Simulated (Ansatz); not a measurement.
# The stack of 1T-SnS2 under 1T-NiTe2 , upper layer turned by 180° between two gates, part 3 of 3

How do the bands of the stack of 1T-SnS2 under 1T-NiTe2 , upper layer turned by 180° follow a displacement field between two gates?

Ansatz 0.2.0; plane-wave DFT, LDA, Ansatz PAW (the session's first sound run).

So far. Step 7 (Gated layer, displacement field -3.62 V/nm): There is no gap.

## (8) Gated layer, displacement field 5.43 V/nm

Contents of input.yaml:

```yaml
crystal:
  lattice:
    - [3.6790788828, 0.0, 0.0]
    - [-1.8395394414, 3.186175775, 0.0]
    - [0.0, 0.0, 45.7432732646]
  atoms:
    - { symbol: S, position: [0.6666666667, 0.3333333333, 0.4098963336] }
    - { symbol: Sn, position: [0.0, 0.0, 0.4413135237] }
    - { symbol: S, position: [0.3333333333, 0.6666666667, 0.4738349398] }
    - { symbol: Te, position: [0.6666666667, 0.3333333333, 0.5317041565] }
    - { symbol: Ni, position: [0.3333333333, 0.6666666667, 0.5608093629] }
    - { symbol: Te, position: [0.0, 0.0, 0.5901036664] }
  periodic: [true, true, false]
  symmetry: { detect: true }
kpoints:
  mp_grid: { grid: [24, 24, 1] }
  band_path:
    path: [[0, 0, 0], [0.5, 0, 0], [0.33333333, 0.33333333, 0], [0, 0, 0]]
    npoints: 16
hamiltonian:
  xc: lda
scf:
  occupations: { method: fermi_dirac, width: 0.02585 }
  convergence: { dr2_threshold: 1.0e-10 }
output:
  forces: true
  eigenvalues: true
  dos: { projected: true, e_range: [-3, 3], de: 0.01 }
  write_potential: true
  write_density: true
  volumetric_format: npy
  elf: true
external_charges:
  - { charge: 0, barrier: 10, axis: 3, height: 31.493, sigma: 0.25 }
  - { charge: -0.035167, axis: 3, height: 32.993, sigma: 0.5 }
  - { charge: 0, barrier: 10, axis: 3, height: 14.25, sigma: 0.25 }
  - { charge: 0.035167, axis: 3, height: 12.75, sigma: 0.5 }
```

Command:

```sh
ansatz run input.yaml --threads 4 --pin off --max-ram 6144MiB --backend cpu --events-out ev --progress --plain --runs-dir out
```

The program printed:

```text
[...]
Crystal: 6 atoms, lattice volume = 536.211 Å³
Basis set: ecut = 420 eV, 10485 PW (Γ)
Bands: 46, of which v1, the nominal top of the filled ones, is band 38 counted from 1 (37 counted from 0)
Symmetry: 6 space group operations
[...]
k-points: 61 of 576 (time reversal used)
[...]
--- Band table (eV; the first three rows and the last of 61) ---
  k-point 0: bands = [... 34 lower, -6.6149, -5.3579, -4.3350, -4.3350, -3.8040, -3.0628, -3.0628, -2.9267, ... 4 higher]
  k-point 1: bands = [... 34 lower, -6.6140, -5.2763, -4.5137, -4.3913, -3.7468, -3.1995, -3.0666, -2.8175, ... 4 higher]
  k-point 2: bands = [... 34 lower, -6.6391, -5.1270, -4.8917, -4.5482, -3.7426, -3.4595, -3.0805, -2.5428, ... 4 higher]
  k-point 60: bands = [... 34 lower, -7.1815, -6.9775, -6.6563, -6.5259, -4.8409, -4.5448, -3.7227, -0.8342, ... 4 higher]
[key lines of the parts left out:]
SCF converged after 16 iterations
Free energy (F): -27047.920399 eV
Fermi energy:    -4.913140 eV
```

Run time: 1.8 min. Hardware: 4 threads of Arm Neoverse V1, shared host; peak memory 1.7 GiB; 7.1 min of CPU time.

Running mean over a fixed 2.7 Å (it still follows the layers) of the planar mean; beyond a gate it holds the 10 eV model barrier. Table of electron's electrostatic potential energy less the Fermi level by z:

z (Å), electron's electrostatic potential energy less the Fermi level (eV) and a bar from the least value:
```
        4       12.7 ########################
        5       12.7 ########################
        6       12.7 ########################
        7       12.7 ########################
        8       12.7 ########################
        9       12.7 ########################
       10       12.7 ########################
       11       12.7 ########################
       12       12.7 ########################
       13       12.4 ########################
       14        9.3 ####################
       15        6.1 ################
       16        4.4 #############
       17        3.6 ############
       18       -0.2 #######
       19       -3.3 ###
       20       -4.9 #
       21       -4.2 ##
       22       -2.3 #####
       23       -0.8 #######
       24       -1.9 #####
       25       -5.6 
       26       -5.8 
       27       -3.2 ###
       28        1.3 #########
       29        3.8 #############
       30        5.6 ###############
       31        9.3 ####################
       32       13.4 #########################
       33       16.8 ##############################
       34       17.1 ##############################
       35       17.2 ##############################
       36       17.2 ##############################
       37       17.2 ##############################
       38       17.2 ##############################
       39       17.2 ##############################
       40       17.2 ##############################
       41       17.2 ##############################
       42       17.2 ##############################
```

There is no gap.

## (9) The series together

This step: plane-wave DFT, LDA, Ansatz PAW; response to a displacement field between two gates (Ansatz 0.2.0).

The potential behind each gate is read from every run and counted from the uncharged case.

This step gave:

```yaml
electrostatic_distance_between_the_gates: 9.629 Å
geometric_distance_between_the_gates: 20.24 Å
```

Electron's potential behind the upper gate less behind the lower, less the value without field. Step of the electron's potential energy between the gates against displacement field D/eps0:

| displacement field D/eps0 (V/nm) | step of the electron's potential energy between the gates (eV) |
| --- | --- |
| -3.62 | -3.48 |
| -1.81 | -1.74 |
| 0.00 | 0 |
| 1.81 | 1.74 |
| 3.62 | 3.49 |
| 5.43 | 5.23 |

By hand: 5.43 V/nm over the 20.24 Å between the sheets would give 10.99 V in vacuum; the run has 5.23 V, as over 9.64 Å.

## (10) Varying the input

This step: plane-wave DFT, LDA, Ansatz PAW, but for the change named below (Ansatz 0.2.0).

A run with a changed input: it repeats the earlier run at 1.81 V/nm with scf.lower_state_search to off and hamiltonian.dispersion to d3bj.

input.yaml, the sections that differ from step 8:

```yaml
hamiltonian:
  xc: lda
  dispersion: d3bj
scf:
  occupations: { method: fermi_dirac, width: 0.02585 }
  convergence: { dr2_threshold: 1.0e-10 }
  lower_state_search: "off"
output:
  forces: true
  eigenvalues: true
  write_potential: true
  write_density: true
  volumetric_format: npy
external_charges:
  - { charge: 0, barrier: 10, axis: 3, height: 31.493, sigma: 0.25 }
  - { charge: -0.011722, axis: 3, height: 32.993, sigma: 0.5 }
  - { charge: 0, barrier: 10, axis: 3, height: 14.25, sigma: 0.25 }
  - { charge: 0.011722, axis: 3, height: 12.75, sigma: 0.5 }
# crystal, kpoints: as in step 8
```

The program printed:

```text
Warning: the engine holds no damping parameters fitted to this dispersion correction and functional, so the run takes those fitted to pbe (hamiltonian.dispersion, under Limitations)
[...]
Crystal: 6 atoms, lattice volume = 536.211 Å³
Basis set: ecut = 420 eV, 10485 PW (Γ)
Bands: 46, of which v1, the nominal top of the filled ones, is band 38 counted from 1 (37 counted from 0)
Symmetry: 6 space group operations
[...]
k-points: 61 of 576 (time reversal used)
[...]
SCF iter   1: F=—  HF=-27052.584358 eV  |F-HF|=—  |Δ(HF+E_count)|=         —  Δρ=4.88e-2  dr2=1.67e1  ethr=3.10e-3  ⟨swp⟩=19.8  Hψ=22946  notcnv=0
[...]
SCF iter  16: F=-27050.091737 eV  HF=-27050.091737 eV  |F-HF|=5.53e-10  |Δ(HF+E_count)|=  1.46e-11  Δρ=7.48e-8  dr2=3.87e-11  ethr=1.00e-12  ⟨swp⟩=25.4  Hψ=26285  notcnv=0
SCF 1 converged in 16 iterations: F = -27050.091737 eV  dr2 = 3.87e-11
[...]
SCF converged after 16 iterations
Free energy (F): -27050.091737 eV
[...]
Internal energy: -27050.081649 eV  (E = F + TS)
E sigma→0 (E₀):  -27050.086693 eV
Entropy (-TS):   -0.010088 eV (-1.681 meV/atom)
Fermi energy:    -4.996245 eV
[...]
--- Forces (eV/Å), atoms and charges each counted from 1 ---
  atom   1  S     -0.00000000    -0.00000000     0.06767668
  atom   2  Sn    -0.00000000    -0.00000000     0.12273326
  atom   3  S      0.00000000     0.00000000     0.04859575
  atom   4  Te    -0.00000000     0.00000000    -0.08417130
  atom   5  Ni    -0.00000000    -0.00000000    -0.06193546
  atom   6  Te    -0.00000000     0.00000000    -0.09320523
  external charge   1     0.00000000     0.00000000     0.00102868
  external charge   2     0.00000000     0.00000000    -0.00106065
  external charge   3     0.00000000     0.00000000    -0.00025684
  external charge   4     0.00000000     0.00000000     0.00106047
  max |Σ_I F_I| component, the external charges' with the atoms': 4.65e-4 eV/Å
--- Band table (eV; the first three rows and the last of 61) ---
  k-point 0: bands = [... 34 lower, -6.7130, -5.4395, -4.4199, -4.4199, -3.8608, -3.1490, -3.1490, -2.9908, ... 4 higher]
  k-point 1: bands = [... 34 lower, -6.7121, -5.3612, -4.5980, -4.4762, -3.8043, -3.2854, -3.1529, -2.8807, ... 4 higher]
  k-point 2: bands = [... 34 lower, -6.7106, -5.2248, -4.9707, -4.6331, -3.8100, -3.5354, -3.1670, -2.6037, ... 4 higher]
  k-point 60: bands = [... 34 lower, -7.2350, -7.0436, -6.7462, -6.6014, -4.9245, -4.6384, -3.7854, -0.8868, ... 4 higher]
```

It took 1.7 min on 4 threads; peak memory 1.5 GiB; 6.6 min of CPU time.

Numbers from this step:

```
energy at zero smearing                                                             : -27050.0867 eV
potential beyond the upper barrier and gate, less the barrier, from the Fermi level : 5.490 eV
```

Electronic bands along the path, in eV, zero at the Fermi level:

| point | band 35 | band 36 | band 37 | band 38 | band 39 | band 40 | band 41 | band 42 |
| --- | --- | --- | --- | --- | --- | --- | --- | --- |
| Γ | -1.72 | -0.44 | 0.58 | 0.58 | 1.14 | 1.85 | 1.85 | 2.01 |
| halfway | -1.77 | -1.41 | -0.73 | -0.71 | 0.54 | 0.98 | 1.66 | 3.23 |
| M | -2.28 | -2.12 | -1.90 | -1.86 | -0.08 | 1.11 | 1.49 | 2.86 |
| halfway | -2.30 | -2.09 | -1.74 | -1.60 | 0.14 | 0.81 | 1.06 | 3.83 |
| K | -2.24 | -2.05 | -1.75 | -1.61 | 0.07 | 0.36 | 1.21 | 4.11 |
| halfway | -2.05 | -1.52 | -1.37 | -0.44 | 0.37 | 1.11 | 1.27 | 3.82 |
| Γ | -1.72 | -0.44 | 0.58 | 0.58 | 1.14 | 1.85 | 1.85 | 2.01 |

Force by atom:

| atom | x (eV/Å) | y (eV/Å) | z (eV/Å) | size |
| --- | --- | --- | --- | --- |
| S1 | 0.000 | 0.000 | 0.068 | 0.068 |
| Sn2 | 0.000 | 0.000 | 0.123 | 0.123 |
| S3 | 0.000 | 0.000 | 0.049 | 0.049 |
| Te4 | 0.000 | 0.000 | -0.084 | 0.084 |
| Ni5 | 0.000 | 0.000 | -0.062 | 0.062 |
| Te6 | 0.000 | 0.000 | -0.093 | 0.093 |

| quantity | this run | earlier run | difference |
| --- | --- | --- | --- |
| potential beyond the upper barrier and gate, less the barrier, from the Fermi level (eV) | 5.490 | 5.490 | 0 |

Nothing in the table moves by 0.01 in its unit.

## (11) A changed input

Another changed input: it repeats the earlier run at 1.81 V/nm with basis.xc_grid to 3, magnetization to spin_polarized: true, scf.occupations.method from fermi_dirac to cold and scf.occupations.width from 0.02585 to 0.01; its output block differs too.

Edit input.yaml of step 10 so:

```diff
@@ -21,7 +21,5 @@
   xc: lda
-  dispersion: d3bj
 scf:
-  occupations: { method: fermi_dirac, width: 0.02585 }
+  occupations: { method: cold, width: 0.01 }
   convergence: { dr2_threshold: 1.0e-10 }
-  lower_state_search: "off"
 output:
@@ -37 +35,5 @@
   - { charge: 0.011722, axis: 3, height: 12.75, sigma: 0.5 }
+basis:
+  xc_grid: 3
+magnetization:
+  spin_polarized: true
```

The program printed:

```text
[...]
Crystal: 6 atoms, lattice volume = 536.211 Å³
Basis set: ecut = 420 eV, 10485 PW (Γ), exchange–correlation on 75×75×960 points (27 copies of the dense FFT grid, shifted against one another)
Bands: 46, of which v1, the nominal top of the filled ones, is band 38 counted from 1 (37 counted from 0)
Symmetry: 6 space group operations
[...]
k-points: 61 of 576 (time reversal used)
[...]
SCF iter   1: F=—  HF=-27050.468970 eV  |F-HF|=—  |Δ(HF+E_count)|=         —  Δρ=2.43e-2 (↑2.43e-2 ↓2.43e-2)  dr2=1.67e1  dr2_m=0.00e0  M=0.000 μB ∫|m|=0.000 μB  β_m=0.30  ethr=3.10e-3  ⟨swp⟩=18.9  Hψ=22441  notcnv=0
[...]
spin=Collinear: Resta preconditioning applied to the charge; magnetization (m = ρ↑ − ρ↓) channel mixes plain (no charge-response kernel on spin).
SCF iter   2: F=—  HF=-27053.052959 eV  |F-HF|=—  |Δ(HF+E_count)|=    2.58e0  S|Δr|=    0.00e0  Δρ=6.95e-2 (↑6.95e-2 ↓6.95e-2)  dr2=2.18e2  dr2_m=0.00e0  M=0.000 μB ∫|m|=0.000 μB  β_m=0.12  ethr=3.10e-3  ⟨swp⟩=5.5  Hψ=7963  notcnv=0  defer=112  recentre
[...]
SCF iter  31: F=-27047.973495 eV  HF=-27047.973495 eV  |F-HF|=2.58e-10  |Δ(HF+E_count)|=  2.18e-11  S|Δr|=    0.00e0  Δρ=2.05e-8 (↑2.05e-8 ↓2.05e-8)  dr2=1.39e-11  dr2_m=0.00e0  M=0.000 μB ∫|m|=0.000 μB  ethr=1.00e-12  ⟨swp⟩=20.8  Hψ=25661  notcnv=0
SCF 1 converged in 31 iterations: F = -27047.973495 eV  dr2 = 1.39e-11
[...]
this state was not tested for a lower state beside it, because cold or Methfessel-Paxton smearing, or corrected tetrahedra, fill the levels in a way that the test cannot read (fill_not_monotonic; see scf.lower_state_search)
[...]
SCF converged after 31 iterations
Magnetization: 0.0000 μB (38.0000 up, 38.0000 down)
Absolute magnetization: 0.0000 μB (∫|ρ↑−ρ↓|)
[...]
Per-site moments (μB) at R_I (Å): [(0.0, 1.057900), (0.0, 1.057900), (0.0, 1.069715), (0.0, 1.034085), (0.0, 1.034085), (0.0, 1.035985)]
Free energy (F): -27047.973495 eV
[...]
Internal energy: -27047.973595 eV  (E = F + TS)
E sigma→0 (E₀):  -27047.973528 eV
Entropy (-TS):   0.000100 eV (0.017 meV/atom)
Fermi energy:    -5.002230 eV
[...]
--- Forces (eV/Å), atoms and charges each counted from 1 ---
  atom   1  S     -0.00000000    -0.00000000    -0.02561812
  atom   2  Sn    -0.00000000    -0.00000000     0.03211185
  atom   3  S      0.00000000     0.00000000    -0.00702501
  atom   4  Te    -0.00000000     0.00000000    -0.02414173
  atom   5  Ni    -0.00000000    -0.00000000    -0.01154593
  atom   6  Te     0.00000000     0.00000000     0.03544494
  external charge   1     0.00000000     0.00000000     0.00103343
  external charge   2     0.00000000     0.00000000    -0.00106065
  external charge   3     0.00000000     0.00000000    -0.00025846
  external charge   4     0.00000000     0.00000000     0.00106047
  max |Σ_I F_I| component, the external charges' with the atoms': 7.77e-7 eV/Å
--- Band table (eV; the first three rows and the last of 122) ---
  k-point 0 ↑: bands = [... 34 lower, -6.7113, -5.4401, -4.4177, -4.4177, -3.8642, -3.1471, -3.1471, -2.9958, ... 4 higher]
  k-point 1 ↑: bands = [... 34 lower, -6.7105, -5.3616, -4.5961, -4.4740, -3.8076, -3.2835, -3.1510, -2.8858, ... 4 higher]
  k-point 2 ↑: bands = [... 34 lower, -6.7158, -5.2241, -4.9696, -4.6310, -3.8118, -3.5355, -3.1650, -2.6089, ... 4 higher]
  k-point 60 ↓: bands = [... 34 lower, -7.2377, -7.0461, -6.7445, -6.6012, -4.9249, -4.6365, -3.7890, -0.8899, ... 4 higher]
```

It took 3 min on 4 threads; peak memory 2.3 GiB; 12 min of CPU time.

This step gave:

* potential beyond the upper barrier and gate, less the barrier, from the Fermi level: 5.502 eV

Deep bands are left out, so band numbers here count from the lowest band kept and differ from the log's. The electronic bands at the labelled points (eV, zero at the Fermi level; # counts the bands kept):

| point | up #13 | up #14 | up #15 | up #16 | down #13 | down #14 | down #15 | down #16 |
| --- | --- | --- | --- | --- | --- | --- | --- | --- |
| Γ | -0.44 | 0.58 | 0.58 | 1.14 | -0.44 | 0.58 | 0.58 | 1.14 |
| halfway | -1.40 | -0.73 | -0.70 | 0.54 | -1.40 | -0.73 | -0.70 | 0.54 |
| M | -2.12 | -1.90 | -1.85 | -0.08 | -2.12 | -1.90 | -1.85 | -0.08 |
| halfway | -2.08 | -1.73 | -1.60 | 0.14 | -2.08 | -1.73 | -1.60 | 0.14 |
| K | -2.04 | -1.74 | -1.60 | 0.08 | -2.04 | -1.74 | -1.60 | 0.08 |
| halfway | -1.51 | -1.37 | -0.43 | 0.38 | -1.51 | -1.37 | -0.43 | 0.38 |
| Γ | -0.44 | 0.58 | 0.58 | 1.14 | -0.44 | 0.58 | 0.58 | 1.14 |

| quantity | this run | earlier run | difference |
| --- | --- | --- | --- |
| potential beyond the upper barrier and gate, less the barrier, from the Fermi level (eV) | 5.502 | 5.490 | 0.012 |

It moves by +0.0121 eV.

## (12) Outcome

| Quantity | Value |
| --- | --- |
| gap with uncharged gates | none |
| electrostatic distance between the gates | 9.63 Å |
| geometric distance between the gates | 20.2 Å |
| gap at 5.43 V/nm | none |

The stack has no gap, with or without a field of 5.4 V/nm. The layers screen the field: the voltage is that of a vacuum gap 10.6 Å narrower than the real distance. The gates are charged sheets behind model barriers, not atoms. Gaps are the smaller of those on the path and on the mesh; band edges between these points would make them smaller still. The main runs have no spin polarisation; a magnetic state could lie lower and would change these results. Spin-orbit coupling is left out, which matters for the bands of elements this heavy.

[Long decimals in the printed logs are rounded to 6 places.]

[Logs are printed without paths, hosts, clocks, repeated set-up lines and the standing remarks that a program may print on its own settings, such as how far it seeks lower states.]

[Hosts, paths, dates, database ids (printed as entryN), source tags and the programs' standing remarks are cut or masked in the printed files.]

[Maps of the electrostatic potential energy from Ansatz leave out the sawtooth potential of an applied field or a dipole correction, so their vacuum need not be flat; planar profiles and work functions include it.]
